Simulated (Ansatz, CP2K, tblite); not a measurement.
# tblite on random packing of Na49Sb51 (at. %) (59 atoms): settings against a plane-wave reference

Aim: run random packing of Na49Sb51 (at. %) (59 atoms) in tblite and see how near its forces come to a plane-wave reference, and at what cost.

Program: tblite 0.8.0. Level of theory: the method is named at each step. Results are calculated unless marked as measured.

**1. Set-up**

The cell holds 59 atoms: 29 Na and 30 Sb. Its edges and angles: a = 12.274 Å, b = 12.274 Å, c = 12.274 Å, α = 90.0°, β = 90.0°, γ = 90.0°. 59 atoms (29 Na, 30 Sb) packed at random in a cube at 3.88 g/cm³ and pushed apart as soft spheres; a start for melting by ab initio MD, not an equilibrated structure. Then every atom was moved at random, 0.03 Å r.m.s. a Cartesian component.

The yardstick, on the same geometry:

* method: Kohn-Sham DFT, PBE, PAW, plane waves (Ansatz 0.2.0); cutoff 420 eV, Γ point, fermi-dirac smearing of 0.05 eV; PAW set soft_2
* r.m.s. force component: 0.7821 eV/Å
* longest force: 4.645 eV/Å
* pressure: 3.654 GPa
* SCF cycles: 10
* time: 27 s on 4 threads of Arm Neoverse V2, shared host
* CPU time: 1.7 min

**2. GFN1-xTB**

Method: GFN1-xTB tight binding, diagonalisation.

File run.py:

```python
import numpy as np
from ase.io import read
from tblite.ase import TBLite

atoms = read("structure.xyz")
atoms.calc = TBLite(method="GFN1-xTB", electronic_temperature=580, accuracy=1.0, max_iterations=250, mixer_damping=0.1, verbosity=1)
energy = atoms.get_potential_energy()
forces = atoms.get_forces()
print(f"energy {energy:.6f} eV")
print("forces (eV/A)")
for i, (a, f) in enumerate(zip(atoms, forces)):
    print(f"{i:4d} {a.symbol:2s} {f[0]:10.5f} {f[1]:10.5f} {f[2]:10.5f}")
stress = -atoms.get_stress(voigt=False) * 160.21766
print("stress (GPa, compression positive)")
for row in stress:
    print(" ".join(f"{x:10.4f}" for x in row))
print("charges (e)")
print(np.array2string(atoms.get_charges(), precision=4, suppress_small=True, max_line_width=110, threshold=100000))
```

File structure.xyz:

```xyz
59
Lattice="12.27400 0.00000 0.00000 0.00000 12.27400 0.00000 0.00000 0.00000 12.27400" Properties=species:S:1:pos:R:3 pbc="T T T"
Na 2.87248 7.09805 10.63935
Na 5.03394 10.60989 11.90787
Na 4.96802 0.88655 1.76561
Na 8.48919 5.35490 2.48512
Na 10.48887 7.99062 11.75235
Na 3.61359 11.31884 5.21019
Na 5.21915 10.16299 2.77478
Na 6.07121 1.05790 5.50513
Na 8.22812 1.46564 8.00707
Na 11.74929 5.04020 0.92251
Na 5.12341 4.73654 9.44619
Na 2.32813 11.50270 1.69848
Na 8.81236 11.06722 6.52793
Na 4.30903 6.89787 1.23022
Na 11.18456 4.49118 3.92252
Na 8.25206 5.06622 9.19777
Na 9.83307 5.56577 6.55027
Na 0.46653 4.47387 6.67693
Na 0.39068 9.90328 5.04093
Na 5.70545 7.76821 9.58624
Na 1.46245 2.10511 0.79621
Na 2.09247 6.05869 3.20855
Na 5.17987 0.93773 8.61181
Na 2.07848 4.11044 10.13059
Na 0.97149 0.55110 4.17807
Na 7.07117 3.77450 11.91241
Na 4.00120 3.91307 0.31016
Na 2.81197 1.99182 6.81121
Na 2.21533 8.50944 7.99197
Sb 0.40075 9.53285 10.13648
Sb 9.70800 8.40180 7.59184
Sb 9.05625 2.43995 3.65471
Sb 1.99612 1.16333 9.55003
Sb 0.53871 11.86515 7.29910
Sb 6.68688 9.45429 5.22615
Sb 10.54447 2.26639 6.43096
Sb 5.33060 4.10136 3.59518
Sb 1.68412 8.85569 0.49145
Sb 7.58975 11.70375 3.58045
Sb 6.20230 10.48236 8.26764
Sb 9.99177 10.08039 2.31672
Sb 3.23481 11.07287 9.06398
Sb 2.85726 8.36498 4.87081
Sb 11.97059 2.40619 8.72215
Sb 3.19885 4.64865 5.60517
Sb 11.15081 1.49375 2.30285
Sb 8.01934 1.00119 11.61967
Sb 7.58963 6.72407 0.02933
Sb 7.08247 4.74378 5.66899
Sb 10.75546 3.80531 10.61750
Sb 12.25547 6.17174 10.37227
Sb 7.73876 9.20133 11.29318
Sb 8.21658 7.30634 4.60901
Sb 2.73416 2.92980 3.56437
Sb 12.20772 7.35961 6.54351
Sb 11.90860 12.22711 9.75022
Sb 11.71467 7.38932 3.76075
Sb 5.62591 7.45584 6.67423
Sb 8.81322 10.98732 9.52156
```

Launch:

```bash
$ OMP_NUM_THREADS=1 python run.py > output.txt
```

Log:

```text
------------------------------------------------------------
  cycle        total energy    energy error   density error
------------------------------------------------------------
      1     -84.29929546494  -8.4108085E+01   4.1794224E-01
      2     -84.60012208773  -3.0082662E-01   3.5470822E-01
      3     -84.47169339076   1.2842870E-01   3.2367916E-01
      4     -84.53714625997  -6.5452869E-02   1.7143200E-01
      5     -84.88728579537  -3.5013954E-01   7.4375159E-02
      6     -85.08424749020  -1.9696169E-01   4.0861335E-02
      7     -85.09500873501  -1.0761245E-02   3.0595245E-02
      8     -85.10043966328  -5.4309283E-03   1.2743662E-02
      9     -85.10168019498  -1.2405317E-03   5.7952412E-03
     10     -85.10191957267  -2.3937769E-04   4.6014376E-03
     11     -85.10198938792  -6.9815248E-05   3.4550095E-03
     12     -85.10198957019  -1.8227760E-07   2.2694104E-03
     13     -85.10208572415  -9.6153956E-05   1.2830032E-03
     14     -85.10209291374  -7.1895909E-06   1.0452184E-03
     15     -85.10208393245   8.9812906E-06   8.4764177E-04
     16     -85.10209740597  -1.3473521E-05   2.9358039E-04
     17     -85.10209901306  -1.6070897E-06   1.4621421E-04
     18     -85.10209916864  -1.5558017E-07   1.1075418E-04
     19     -85.10209919923  -3.0588140E-08   4.6480789E-05
     20     -85.10209923657  -3.7336875E-08   2.1113410E-05
     21     -85.10209924549  -8.9201393E-09   1.4145344E-05
------------------------------------------------------------
 total:                                   2.481 sec
energy -2315.746074 eV
forces (eV/A)
   0 Na   -0.36342    0.25824    0.02518
   1 Na    0.06109    0.04024   -0.50646
   2 Na    0.50774    0.35565    0.17699
   3 Na   -0.27983   -0.29240    0.31772
   4 Na   -0.05928    0.66416    0.26122
   5 Na    0.05445   -0.31112    0.41162
   6 Na   -0.05162   -0.47799    0.03388
   7 Na    0.26962    0.45128   -0.20171
   8 Na    0.17286   -0.11246    0.53611
   9 Na   -0.10381    0.04997    0.04512
  10 Na    0.01633   -0.02405   -0.41813
  11 Na   -0.28732   -0.24735   -0.06994
  12 Na    0.24336   -0.07702   -0.25428
  13 Na    0.33230    0.25025    0.17343
  14 Na    0.03650   -0.45864    0.13913
  15 Na    0.23063    0.25347   -0.00607
  16 Na   -0.14778    0.00917   -0.07177
  17 Na   -0.01810   -0.09025    0.18059
  18 Na   -0.57377    0.01698   -0.13665
  19 Na    0.35916    0.27874    0.03299
  20 Na   -0.31467   -0.06869   -0.24467
  21 Na    0.00009   -0.04146    0.05433
  22 Na    0.00730    0.19941    0.29658
  23 Na   -0.46173   -0.28368   -0.23519
[...]
51 Sb   -0.41376    0.98086    0.64316
  52 Sb    1.47123   -0.94028    0.94706
  53 Sb   -0.52255   -0.86743   -0.36830
  54 Sb   -0.19813    0.45351   -0.09489
  55 Sb   -2.82619   -2.12585    1.95959
  56 Sb   -0.66358    0.48744   -0.05731
  57 Sb   -0.96435   -1.23335    0.09903
  58 Sb    0.53996    0.69881   -0.03261
stress (GPa, compression positive)
   -2.3997     0.0617    -0.2391
    0.0617    -1.7662    -0.1141
   -0.2391    -0.1141    -2.6325
charges (e)
[ 0.1146  0.1632  0.1079  0.1974  0.2278  0.1394  0.1615  0.1827  0.1886  0.2045  0.0275  0.1248  0.2109
  0.1712  0.2102  0.2049  0.1891  0.2225  0.2076  0.1533  0.1739  0.1814  0.1085  0.1168  0.1751  0.1565
  0.0503  0.1718  0.2005 -0.1007 -0.1286 -0.1515 -0.1442 -0.1213 -0.095  -0.2021 -0.1393 -0.2569 -0.1809
 -0.1533 -0.1084 -0.1737 -0.2436 -0.0814 -0.1906 -0.2045 -0.2142 -0.2735 -0.1462 -0.1831 -0.2329 -0.1319
 -0.0935 -0.2635 -0.1725  0.0183 -0.2038 -0.1002 -0.0716]
```

Elapsed: 3.3 s, on 1 thread of Arm Neoverse V2, shared host; peak memory 0.14 GiB.

Banners, paths, timers and routine set-up lines are dropped from the logs unmarked, and long logs keep their key lines alone; longer cuts are marked.

Numbers from this run, and their distance from the reference:

```
r.m.s. force component                  : 0.688 eV/Å
r.m.s. difference of force components   : 361.3 meV/Å
longest difference of force vectors     : 1417 meV/Å
force difference over r.m.s. force      : 46.19 %
slope of forces against the reference's : 0.7802
correlation of force components         : 0.887
pressure                                : -2.266 GPa
pressure difference                     : -5.92 GPa
```

Length of the force difference by element (eV/Å):

```
element  atoms  mean  most
     Na     29  0.31  0.70
     Sb     30  0.74   1.4
```

Local excerpt of 12 atoms (numbers count through the whole input) about Sb56, whose charge lies farthest from its element's mean; x, y, z are measured from there.

```
atom      x      y      z  distance (Å)  Mulliken charge (e)     Fx     Fy  Fz (eV/Å)
Sb56   0.00   0.00   0.00          0.00                 0.02  -2.83  -2.13       1.96
Sb34   0.90  -0.36  -2.45          2.64                -0.12   1.22  -0.04      -0.93
Sb44   0.06   2.45  -1.03          2.66                -0.08  -0.25   2.25      -0.93
Sb33   2.36   1.21  -0.20          2.66                -0.14   2.33   0.74       0.81
Sb30   0.77  -2.69   0.39          2.83                -0.10   1.46  -1.21       0.67
Sb59  -3.10  -1.24  -0.23          3.34                -0.07   0.54   0.70      -0.03
Sb42   3.60  -1.15  -0.69          3.84                -0.17  -0.26  -1.46      -0.60
Sb50  -1.15   3.85   0.87          4.11                -0.18  -0.57   0.93       0.66
Sb36  -1.36   2.31  -3.32          4.27                -0.20  -0.50  -0.10      -2.09
 Na9  -3.68   1.51  -1.74          4.34                 0.19   0.17  -0.11       0.54
Na21   1.83   2.15   3.32          4.36                 0.17  -0.31  -0.07      -0.24
Sb47  -3.89   1.05   1.87          4.44                -0.21   0.32  -1.20      -0.86
```

Atoms are counted from 1 here, from 0 in the log.

Forces lie 46 % from the reference's, at 0.030 times its CPU time (on 1 against 4 cores).

**3. Summary of results**

* force difference from the reference: tblite GFN1-xTB, 46 %
* its CPU time: 3.1 s

Tight binding differs by 46 % (tblite GFN1-xTB); it is another model, with fitted parameters of its own, and the xTB methods hold dispersion. One electronic-structure run takes under half the reference's CPU time: tblite GFN1-xTB, at 46 % in 3.1 s against 1.7 min; its pressure misses by -5.9 GPa. Periodic xTB results under one method name differ between programs and library versions. The electron count is odd in Ansatz plane waves (reference), and they have no spin polarisation, so the unpaired electron is spread evenly over both spins. The reference's pressure of 3.7 GPa belongs to a cell and atoms that aren't relaxed at this level. The electron count is odd and the run has no spin polarisation, so levels at the top are partly filled by construction. The electronic-structure runs sample only Γ, in a cell whose shortest periodic width is 12 Å, which is coarse for a cell with partly filled levels. Spin–orbit coupling is left out, which matters for the levels of the heavy elements.

[Also dropped from logs without a mark: logging warnings of Python, and SIESTA's first energy breakdown and zero terms.]

[Logs are printed without paths, hosts, clocks, repeated set-up lines and the standing remarks that a program may print on its own settings, such as how far it seeks lower states.]

[Hosts, paths, dates, database ids (printed as entryN), source tags and the programs' standing remarks are cut or masked in the printed files.]
